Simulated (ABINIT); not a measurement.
**SiC (F-43m): a self-consistent loop beyond G0W0, cycle by cycle**

Aim: iterate the self-energy on SiC (F-43m) and follow the gap from cycle to cycle.

Method: PBE and many-body steps on it, plane waves, in ABINIT 10.8.3.

**Experimental background.**

- Gap 2.39 eV: band gap at cryogenic temperature; bulk crystal (literature value) (quoted in “Silicon carbide diodes for neutron detection”, 2020, arxiv:2009.14696).

- Gap 2.4 eV: Tauc optical (indirect) gap of annealed polycrystalline 3C-SiC; UV-VIS spectroscopic ellipsometry, Tauc analysis; film (CVD ultrathin polycrystalline film, annealed, about 5 nm grains) (“On-Demand CMOS-Compatible Fabrication of Ultrathin Self-Aligned SiC Nanowire Arrays”, 2018, pmc:6267454).

This is a report of a sequence of runs, with most program output left out.

### Step 1. Set-up

It takes space group F-43m (No. 216, cubic). Conventional cell: a = 4.358 Å, b = 4.358 Å, c = 4.358 Å, α = 90.00°, β = 90.00°, γ = 90.00°. Si has 4 C at 1.89 Å nearest. Nearest to C lie 4 Si at 1.89 Å. Farther neighbours are not listed.

The cell and positions come from the Crystallography Open Database and are kept as given unless a step says otherwise.

### Step 2. Empty states on the mesh, 6×6×6 mesh, 165 bands

This step: ABINIT 10.8.3; DFT, PBE, plane waves, norm-conserving pseudopotentials.

The sums over transitions need many empty states on a uniform mesh; this step solves for them.

run.abi reads:

```
acell 3*1.0 Angstrom
rprim 
  -0.000000000000 2.179000000000 2.179000000000
  2.179000000000 -0.000000000000 2.179000000000
  2.179000000000 2.179000000000 -0.000000000000
ntypat 2
znucl 14 6
natom 2
typat 1 2
xred 
  0.000000000000 0.000000000000 0.000000000000
  0.250000000000 0.250000000000 0.250000000000
pp_dirpath "pseudos"
pseudos "Si.upf, C.upf"
ecut 37
ngkpt 6 6 6
nshiftk 1
shiftk 0 0 0
kptopt 1
chksymbreak 0
irdden 1
istwfk *1
nband 165
prtvol 0
optdriver 6
gwr_task "HDIAGO"
paral_kgb 0
occopt 1
indata_prefix "in"
outdata_prefix "out"
tmpdata_prefix "tmp"
```

Command:

```
$ OMP_NUM_THREADS=1 mpirun -n 4 abinit run.abi > log
```

Wall time 15 s (4 MPI ranks of Arm Neoverse V1, shared host); peak memory 0.75 GiB.

Numbers from this step:

```
gap                                                           : 1.361 eV
k of the valence top                                          : 0, 0, 0
k of the conduction bottom                                    : 0.5, 0.5, 0
least direct gap                                              : 4.553 eV
k points computed                                             : 16
lowest point of the top converged band, above the valence top : 198.3907 eV
```

On this mesh the gap is 1.361 eV.

The density comes from a self-consistent run that is not shown.

### Step 3. Screening, 6×6×6 mesh, 157 bands, screening to 261.2 eV

The RPA dielectric matrix is built and inverted for each q.

This step: RPA screening on PBE, plane waves, norm-conserving pseudopotentials.

run.abi, as its differences from that of step 2:

```diff
@@ -20,10 +20,11 @@
 chksymbreak 0
-irdden 1
 istwfk *1
-nband 165
-prtvol 0
-optdriver 6
-gwr_task "HDIAGO"
-paral_kgb 0
 occopt 1
+irdwfk 1
+optdriver 3
+nband 157
+ecuteps 9.6
+inclvkb 2
+awtr 1
+symchi 1
 indata_prefix "in"
```

Elapsed: 70 s, on 4 MPI ranks; peak memory 1 GiB; 4.7 min of CPU time.

This step gave:

```
ε∞ with local fields, on this mesh, along the program's q direction : 7.083
the same without local fields                                       : 7.744
plasma frequency                                                    : 23.09 eV
plane waves in the screening matrix                                 : 181
```

Local fields lower ε∞ by 9 %.

### Step 4. G0W0

The self-energy is evaluated for the states that the input lists, and the levels follow from it, in one-shot runs by the linearised quasiparticle equation.

This step: G0W0 on PBE, plane waves, norm-conserving pseudopotentials.

run.abi, as its differences from that of step 3:

```diff
@@ -23,8 +23,17 @@
 irdwfk 1
-optdriver 3
+optdriver 4
 nband 157
+gwcalctyp 0
+ecutsigx 37
+symsigma 1
+nkptgw 2
+kptgw 
+  0.0000000000 0.0000000000 0.0000000000
+  0.5000000000 0.5000000000 0.0000000000
+bdgw 
+  2 8
+  3 6
 ecuteps 9.6
-inclvkb 2
-awtr 1
-symchi 1
+irdscr 1
+ppmodel 1
 indata_prefix "in"
```

Wall time 18 s (4 MPI ranks); peak memory 1 GiB; 71 s of CPU time.

This step gave:

| Item | Value |
| --- | --- |
| G0W0 gap on the points computed | 2.122 eV |
| starting gap on the mesh | 1.361 eV |
| k of the valence top | 0, 0, 0 |
| k of the conduction bottom | 0.5, 0.5, 0 |
| Z at the valence top | 0.792 |
| Z at the conduction bottom | 0.82 |
| least direct G0W0 gap on the computed points | 5.604 eV |

The gap on the mesh goes from 1.36 eV to 2.12 eV, a correction of +0.76 eV.

### Step 5. evGW0, cycle 1

This step: evGW0 on PBE, plane waves, norm-conserving pseudopotentials.

run.abi, as its differences from that of step 4:

```diff
@@ -25,12 +25,40 @@
 nband 157
-gwcalctyp 0
+gwcalctyp 10
 ecutsigx 37
 symsigma 1
-nkptgw 2
+nkptgw 16
 kptgw 
   0.0000000000 0.0000000000 0.0000000000
+  0.1666666667 0.0000000000 0.0000000000
+  0.3333333333 0.0000000000 0.0000000000
+  0.5000000000 0.0000000000 0.0000000000
+  0.1666666667 0.1666666667 0.0000000000
+  0.3333333333 0.1666666667 0.0000000000
+  0.5000000000 0.1666666667 0.0000000000
+  -0.3333333333 0.1666666667 0.0000000000
+  -0.1666666667 0.1666666667 0.0000000000
+  0.3333333333 0.3333333333 0.0000000000
+  0.5000000000 0.3333333333 0.0000000000
+  -0.3333333333 0.3333333333 0.0000000000
   0.5000000000 0.5000000000 0.0000000000
+  0.5000000000 0.3333333333 0.1666666667
+  -0.3333333333 0.3333333333 0.1666666667
+  -0.3333333333 0.5000000000 0.1666666667
 bdgw 
-  2 8
-  3 6
+  1 8
+  1 8
+  1 8
+  1 8
+  1 8
+  1 8
+  1 8
+  1 8
+  1 8
+  1 8
+  1 8
+  1 8
+  1 8
+  1 8
+  1 8
+  1 8
 ecuteps 9.6
```

It took 11 min on 4 MPI ranks; peak memory 1.1 GiB; 45 min of CPU time.

This step gave:

```yaml
quasiparticle_gap_on_the_mesh: 2.317 eV
gap_of_the_density_functional_on_the_mesh: 1.361 eV
k_of_the_valence_top: 0, 0, 0
k_of_the_conduction_bottom: 0.5, 0.5, 0
z_at_the_valence_top: 0.792
z_at_the_conduction_bottom: 0.82
least_direct_quasiparticle_gap_on_the_computed_points: 5.890 eV
```

Against G0W0 in ABINIT (6×6×6 mesh, 157 bands, screening to 261.2 eV, Godby-Needs plasmon pole), the gap moves by +0.195 eV. This first cycle still uses the starting levels; it takes the full correction, at all points of the mesh, and its linearised value is 2.122 eV.

### Step 6. evGW0, cycle 2

The corrected levels of the last cycle go back in.

run.abi, as its differences from that of step 5:

```diff
@@ -66,2 +66,3 @@
 ppmodel 1
+irdqps 1
 indata_prefix "in"
```

The job ended after 11 min (4 MPI ranks; peak memory 1.1 GiB; 45 min of CPU time).

Numbers from this step:

| Property | Result |
| --- | --- |
| quasiparticle gap on the mesh | 2.249 eV |
| gap of the density functional on the mesh | 1.361 eV |
| k of the valence top | 0, 0, 0 |
| k of the conduction bottom | 0.5, 0.5, 0 |
| least direct quasiparticle gap on the computed points | 5.772 eV |

Against the cycle before, the gap moves by −0.068 eV.

### Step 7. evGW0, cycle 3

run.abi is that of step 6.

Run time: 11 min. Hardware: 4 MPI ranks; peak memory 1.1 GiB.

Numbers from this step:

* quasiparticle gap on the mesh: 2.252 eV
* gap of the density functional on the mesh: 1.361 eV
* k of the valence top: 0, 0, 0
* k of the conduction bottom: 0.5, 0.5, 0
* least direct quasiparticle gap on the computed points: 5.783 eV

Against the cycle before, the gap moves by +0.003 eV.

### Step 8. Screening, 6×6×6 mesh, 157 bands, screening to 261.2 eV

This step: RPA screening on PBE, plane waves, norm-conserving pseudopotentials.

run.abi reads:

```
acell 3*1.0 Angstrom
rprim 
  -0.000000000000 2.179000000000 2.179000000000
  2.179000000000 -0.000000000000 2.179000000000
  2.179000000000 2.179000000000 -0.000000000000
ntypat 2
znucl 14 6
natom 2
typat 1 2
xred 
  0.000000000000 0.000000000000 0.000000000000
  0.250000000000 0.250000000000 0.250000000000
pp_dirpath "pseudos"
pseudos "Si.upf, C.upf"
ecut 37
ngkpt 6 6 6
nshiftk 1
shiftk 0 0 0
kptopt 1
chksymbreak 0
istwfk *1
occopt 1
irdwfk 1
optdriver 3
nband 157
ecuteps 9.6
inclvkb 2
awtr 1
symchi 1
gwcalctyp 10
mbpt_sciss 1.255 eV
nqptdm 1
qptdm 
  0 0 0
indata_prefix "in"
outdata_prefix "out"
tmpdata_prefix "tmp"
```

The job ended after 4.7 s (4 MPI ranks; peak memory 0.6 GiB).

Numbers from this step:

```
ε∞ with local fields, on this mesh, along the program's q direction : 6.225
the same without local fields                                       : 6.744
plasma frequency                                                    : 23.09 eV
plane waves in the screening matrix                                 : 181
```

This screening uses the functional's bands under a rigid shift, the mean opening of the cycle before.

### Step 9. Screening, 6×6×6 mesh, 157 bands, screening to 261.2 eV

This step: RPA screening on PBE from quasiparticle energies, plane waves, norm-conserving pseudopotentials.

run.abi, as its differences from that of step 8:

```diff
@@ -29,7 +29,21 @@
 symchi 1
+irdqps 1
 gwcalctyp 10
-mbpt_sciss 1.255 eV
-nqptdm 1
+nqptdm 15
 qptdm 
-  0 0 0
+  0.1666666667 0.0000000000 0.0000000000
+  0.3333333333 0.0000000000 0.0000000000
+  0.5000000000 0.0000000000 0.0000000000
+  0.1666666667 0.1666666667 0.0000000000
+  0.3333333333 0.1666666667 0.0000000000
+  0.5000000000 0.1666666667 0.0000000000
+  -0.3333333333 0.1666666667 0.0000000000
+  -0.1666666667 0.1666666667 0.0000000000
+  0.3333333333 0.3333333333 0.0000000000
+  0.5000000000 0.3333333333 0.0000000000
+  -0.3333333333 0.3333333333 0.0000000000
+  0.5000000000 0.5000000000 0.0000000000
+  0.5000000000 0.3333333333 0.1666666667
+  -0.3333333333 0.3333333333 0.1666666667
+  -0.3333333333 0.5000000000 0.1666666667
 indata_prefix "in"
```

mrgscr.stdin reads:

```
2
merged
q0_SCR
out_SCR
1
```

Command:

```
$ OMP_NUM_THREADS=1 mpirun -n 4 abinit run.abi > log; mrgscr < mrgscr.stdin
```

The job ended after 71 s (4 MPI ranks; peak memory 0.98 GiB; 4.7 min of CPU time).

Numbers from this step:

```yaml
plasma_frequency: 23.09 eV
plane_waves_in_the_screening_matrix: 181
```

This screening reads the quasiparticle levels of the cycle before.

### Step 10. evGW, cycle 1

This step: evGW on PBE, plane waves, norm-conserving pseudopotentials.

run.abi, as its differences from that of step 9:

```diff
@@ -23,12 +23,10 @@
 irdwfk 1
-optdriver 3
+optdriver 4
 nband 157
-ecuteps 9.6
-inclvkb 2
-awtr 1
-symchi 1
-irdqps 1
 gwcalctyp 10
-nqptdm 15
-qptdm 
+ecutsigx 37
+symsigma 1
+nkptgw 16
+kptgw 
+  0.0000000000 0.0000000000 0.0000000000
   0.1666666667 0.0000000000 0.0000000000
@@ -48,2 +46,23 @@
   -0.3333333333 0.5000000000 0.1666666667
+bdgw 
+  1 8
+  1 8
+  1 8
+  1 8
+  1 8
+  1 8
+  1 8
+  1 8
+  1 8
+  1 8
+  1 8
+  1 8
+  1 8
+  1 8
+  1 8
+  1 8
+ecuteps 9.6
+irdscr 1
+ppmodel 1
+irdqps 1
 indata_prefix "in"
```

Command:

```
$ OMP_NUM_THREADS=1 mpirun -n 4 abinit run.abi > log
```

Run time: 11 min. Hardware: 4 MPI ranks; peak memory 1.1 GiB.

This step gave:

| Item | Value |
| --- | --- |
| quasiparticle gap on the mesh | 2.439 eV |
| gap of the density functional on the mesh | 1.361 eV |
| k of the valence top | 0, 0, 0 |
| k of the conduction bottom | 0.5, 0.5, 0 |
| least direct quasiparticle gap on the computed points | 6.006 eV |

Against G0W0 in ABINIT (6×6×6 mesh, 157 bands, screening to 261.2 eV, Godby-Needs plasmon pole), the gap moves by +0.317 eV.

### Step 11. Screening, 6×6×6 mesh, 157 bands, screening to 261.2 eV

This step: RPA screening on PBE, plane waves, norm-conserving pseudopotentials.

run.abi reads:

```
acell 3*1.0 Angstrom
rprim 
  -0.000000000000 2.179000000000 2.179000000000
  2.179000000000 -0.000000000000 2.179000000000
  2.179000000000 2.179000000000 -0.000000000000
ntypat 2
znucl 14 6
natom 2
typat 1 2
xred 
  0.000000000000 0.000000000000 0.000000000000
  0.250000000000 0.250000000000 0.250000000000
pp_dirpath "pseudos"
pseudos "Si.upf, C.upf"
ecut 37
ngkpt 6 6 6
nshiftk 1
shiftk 0 0 0
kptopt 1
chksymbreak 0
istwfk *1
occopt 1
irdwfk 1
optdriver 3
nband 157
ecuteps 9.6
inclvkb 2
awtr 1
symchi 1
gwcalctyp 10
mbpt_sciss 1.489 eV
nqptdm 1
qptdm 
  0 0 0
indata_prefix "in"
outdata_prefix "out"
tmpdata_prefix "tmp"
```

Run time: 4.5 s. Hardware: 4 MPI ranks; peak memory 0.62 GiB; 18 s of CPU time.

This step gave:

```yaml
eps_infinity_with_local_fields_on_this_mesh_along_the_program_s_q_direction: 6.093
the_same_without_local_fields: 6.591
plasma_frequency: 23.09 eV
plane_waves_in_the_screening_matrix: 181
```

This screening uses the functional's bands under a rigid shift, the mean opening of the cycle before.

### Step 12. Screening, 6×6×6 mesh, 157 bands, screening to 261.2 eV

This step: RPA screening on PBE from quasiparticle energies, plane waves, norm-conserving pseudopotentials.

run.abi, as its differences from that of step 11:

```diff
@@ -29,7 +29,21 @@
 symchi 1
+irdqps 1
 gwcalctyp 10
-mbpt_sciss 1.489 eV
-nqptdm 1
+nqptdm 15
 qptdm 
-  0 0 0
+  0.1666666667 0.0000000000 0.0000000000
+  0.3333333333 0.0000000000 0.0000000000
+  0.5000000000 0.0000000000 0.0000000000
+  0.1666666667 0.1666666667 0.0000000000
+  0.3333333333 0.1666666667 0.0000000000
+  0.5000000000 0.1666666667 0.0000000000
+  -0.3333333333 0.1666666667 0.0000000000
+  -0.1666666667 0.1666666667 0.0000000000
+  0.3333333333 0.3333333333 0.0000000000
+  0.5000000000 0.3333333333 0.0000000000
+  -0.3333333333 0.3333333333 0.0000000000
+  0.5000000000 0.5000000000 0.0000000000
+  0.5000000000 0.3333333333 0.1666666667
+  -0.3333333333 0.3333333333 0.1666666667
+  -0.3333333333 0.5000000000 0.1666666667
 indata_prefix "in"
```

mrgscr.stdin is that of step 9.

Command:

```
$ OMP_NUM_THREADS=1 mpirun -n 4 abinit run.abi > log; mrgscr < mrgscr.stdin
```

Elapsed: 69 s, on 4 MPI ranks; peak memory 0.98 GiB.

Numbers from this step:

| Property | Result |
| --- | --- |
| plasma frequency | 23.09 eV |
| plane waves in the screening matrix | 181 |

This screening reads the quasiparticle levels of the cycle before.

### Step 13. evGW, cycle 2

This step: evGW on PBE, plane waves, norm-conserving pseudopotentials.

run.abi, as its differences from that of step 12:

```diff
@@ -23,12 +23,10 @@
 irdwfk 1
-optdriver 3
+optdriver 4
 nband 157
-ecuteps 9.6
-inclvkb 2
-awtr 1
-symchi 1
-irdqps 1
 gwcalctyp 10
-nqptdm 15
-qptdm 
+ecutsigx 37
+symsigma 1
+nkptgw 16
+kptgw 
+  0.0000000000 0.0000000000 0.0000000000
   0.1666666667 0.0000000000 0.0000000000
@@ -48,2 +46,23 @@
   -0.3333333333 0.5000000000 0.1666666667
+bdgw 
+  1 8
+  1 8
+  1 8
+  1 8
+  1 8
+  1 8
+  1 8
+  1 8
+  1 8
+  1 8
+  1 8
+  1 8
+  1 8
+  1 8
+  1 8
+  1 8
+ecuteps 9.6
+irdscr 1
+ppmodel 1
+irdqps 1
 indata_prefix "in"
```

Command:

```
$ OMP_NUM_THREADS=1 mpirun -n 4 abinit run.abi > log
```

The job ended after 11 min (4 MPI ranks; peak memory 1.1 GiB).

Numbers from this step:

| Item | Value |
| --- | --- |
| quasiparticle gap on the mesh | 2.459 eV |
| gap of the density functional on the mesh | 1.361 eV |
| k of the valence top | 0, 0, 0 |
| k of the conduction bottom | 0.5, 0.5, 0 |
| least direct quasiparticle gap on the computed points | 6.030 eV |

Against the cycle before, the gap moves by +0.020 eV.

### Step 14. Screening, 6×6×6 mesh, 157 bands, screening to 261.2 eV

This step: RPA screening on PBE, plane waves, norm-conserving pseudopotentials.

run.abi reads:

```
acell 3*1.0 Angstrom
rprim 
  -0.000000000000 2.179000000000 2.179000000000
  2.179000000000 -0.000000000000 2.179000000000
  2.179000000000 2.179000000000 -0.000000000000
ntypat 2
znucl 14 6
natom 2
typat 1 2
xred 
  0.000000000000 0.000000000000 0.000000000000
  0.250000000000 0.250000000000 0.250000000000
pp_dirpath "pseudos"
pseudos "Si.upf, C.upf"
ecut 37
ngkpt 6 6 6
nshiftk 1
shiftk 0 0 0
kptopt 1
chksymbreak 0
istwfk *1
occopt 1
irdwfk 1
optdriver 3
nband 157
ecuteps 9.6
inclvkb 2
awtr 1
symchi 1
gwcalctyp 10
mbpt_sciss 1.514 eV
nqptdm 1
qptdm 
  0 0 0
indata_prefix "in"
outdata_prefix "out"
tmpdata_prefix "tmp"
```

Run time: 4.5 s. Hardware: 4 MPI ranks; peak memory 0.63 GiB; 18 s of CPU time.

Numbers from this step:

```yaml
eps_infinity_with_local_fields_on_this_mesh_along_the_program_s_q_direction: 6.079
the_same_without_local_fields: 6.575
plasma_frequency: 23.09 eV
plane_waves_in_the_screening_matrix: 181
```

This screening uses the functional's bands under a rigid shift, the mean opening of the cycle before.

### Step 15. Screening, 6×6×6 mesh, 157 bands, screening to 261.2 eV

This step: RPA screening on PBE from quasiparticle energies, plane waves, norm-conserving pseudopotentials.

run.abi, as its differences from that of step 14:

```diff
@@ -29,7 +29,21 @@
 symchi 1
+irdqps 1
 gwcalctyp 10
-mbpt_sciss 1.514 eV
-nqptdm 1
+nqptdm 15
 qptdm 
-  0 0 0
+  0.1666666667 0.0000000000 0.0000000000
+  0.3333333333 0.0000000000 0.0000000000
+  0.5000000000 0.0000000000 0.0000000000
+  0.1666666667 0.1666666667 0.0000000000
+  0.3333333333 0.1666666667 0.0000000000
+  0.5000000000 0.1666666667 0.0000000000
+  -0.3333333333 0.1666666667 0.0000000000
+  -0.1666666667 0.1666666667 0.0000000000
+  0.3333333333 0.3333333333 0.0000000000
+  0.5000000000 0.3333333333 0.0000000000
+  -0.3333333333 0.3333333333 0.0000000000
+  0.5000000000 0.5000000000 0.0000000000
+  0.5000000000 0.3333333333 0.1666666667
+  -0.3333333333 0.3333333333 0.1666666667
+  -0.3333333333 0.5000000000 0.1666666667
 indata_prefix "in"
```

mrgscr.stdin is that of step 12.

Command:

```
$ OMP_NUM_THREADS=1 mpirun -n 4 abinit run.abi > log; mrgscr < mrgscr.stdin
```

Run time: 70 s. Hardware: 4 MPI ranks; peak memory 0.98 GiB.

Numbers from this step:

| Item | Value |
| --- | --- |
| plasma frequency | 23.09 eV |
| plane waves in the screening matrix | 181 |

This screening reads the quasiparticle levels of the cycle before.

### Step 16. evGW, cycle 3

This step: evGW on PBE, plane waves, norm-conserving pseudopotentials.

run.abi, as its differences from that of step 15:

```diff
@@ -23,12 +23,10 @@
 irdwfk 1
-optdriver 3
+optdriver 4
 nband 157
-ecuteps 9.6
-inclvkb 2
-awtr 1
-symchi 1
-irdqps 1
 gwcalctyp 10
-nqptdm 15
-qptdm 
+ecutsigx 37
+symsigma 1
+nkptgw 16
+kptgw 
+  0.0000000000 0.0000000000 0.0000000000
   0.1666666667 0.0000000000 0.0000000000
@@ -48,2 +46,23 @@
   -0.3333333333 0.5000000000 0.1666666667
+bdgw 
+  1 8
+  1 8
+  1 8
+  1 8
+  1 8
+  1 8
+  1 8
+  1 8
+  1 8
+  1 8
+  1 8
+  1 8
+  1 8
+  1 8
+  1 8
+  1 8
+ecuteps 9.6
+irdscr 1
+ppmodel 1
+irdqps 1
 indata_prefix "in"
```

Command:

```
$ OMP_NUM_THREADS=1 mpirun -n 4 abinit run.abi > log
```

Elapsed: 11 min, on 4 MPI ranks; peak memory 1.1 GiB.

This step gave:

* quasiparticle gap on the mesh: 2.461 eV
* gap of the density functional on the mesh: 1.361 eV
* k of the valence top: 0, 0, 0
* k of the conduction bottom: 0.5, 0.5, 0
* least direct quasiparticle gap on the computed points: 6.032 eV

Against the cycle before, the gap moves by +0.002 eV.

### Step 17. Side by side

Times are wall times on 4 MPI ranks of Arm Neoverse V1, shared host, good to a factor of about two. A run's time includes the screening step that it read.

```tsv
run	mesh	bands	screening cutoff (eV)	DFT gap (eV)	gap on the mesh (eV)	direct (eV)	ε∞ used	time
G0W0	6×6×6	157	261.2	1.361	2.122	5.604	7.08	88 s
evGW0, cycle 1	6×6×6	157	261.2	1.361	2.317	5.890	7.08	12 min
evGW0, cycle 2	6×6×6	157	261.2	1.361	2.249	5.772	7.08	12 min
evGW0, cycle 3	6×6×6	157	261.2	1.361	2.252	5.783	7.08	12 min
evGW, cycle 1	6×6×6	157	261.2	1.361	2.439	6.006	6.23	13 min
evGW, cycle 2	6×6×6	157	261.2	1.361	2.459	6.030	6.09	13 min
evGW, cycle 3	6×6×6	157	261.2	1.361	2.461	6.032	6.08	13 min
```

### Step 18. Summary of results

- G0W0: 2.122 eV
- evGW0, cycle 1: 2.317 eV
- evGW0, cycle 2: 2.249 eV
- evGW0, cycle 3: 2.252 eV
- evGW, cycle 1: 2.439 eV
- evGW, cycle 2: 2.459 eV
- evGW, cycle 3: 2.461 eV
- known limits: not at the basis limit

**Reading.** Only the bands that the input lists are updated; the others, empty or deep, keep the functional's energies or take a rigid shift. The evGW loop starts from the last levels of evGW0, so its cycles and time come on top of those. evGW0 ends at 2.25 eV, +0.13 eV from G0W0, after 3 cycles that took 34 min beside the first screening; the last moved the gap by 0.003 eV. evGW ends at 2.46 eV, +0.34 eV from G0W0, after 3 cycles that took 38 min beside the first screening; the last moved the gap by 0.002 eV. The first cycle of evGW0 takes the full correction, without the factor Z, so it overshoots the one-shot value. Against experiment, by evGW, cycle 3: the gap of 2.46 eV lies +0.07 eV from the measured 2.39 eV (kind not stated, quoted 2020); the gap of 2.46 eV lies +0.06 eV from the measured 2.4 eV (indirect, 2018). These are gaps on the mesh, at modest bands and cutoff. The calculation has static nuclei and no excitons; a measured gap holds zero-point and thermal motion, which mostly lowers it. Bands and cutoff are finite, so the gap is not at the basis limit. The miss can reach some tenths of an eV and take either sign; the mesh is an error of its own. In the updated screening the q = 0 part is built from Kohn-Sham bands under a rigid shift, the other q from the quasiparticle levels.

[Paths, hosts, dates, memory and timing lines, banners, echoed tables and standing remarks are left out of the program output.]

[Logs are printed without paths, hosts, clocks, repeated set-up lines and the standing remarks that a program may print on its own settings, such as how far it seeks lower states.]

[Runs of the session that timed out or met a known fault of the program may be left out.]

[Hosts, paths, dates, database ids (printed as entryN), source tags and the programs' standing remarks are cut or masked in the printed files.]

[G0W0 gaps are taken among the corrected bands and points alone; a level outside them can change the order at an edge.]

[Where Ansatz stands beside ABINIT at settings called matched, ABINIT's density can come from a denser mesh and the files from another edition; pairs whose starting gaps differed by over 0.03 eV were left out, so agreement reads better than it is.]
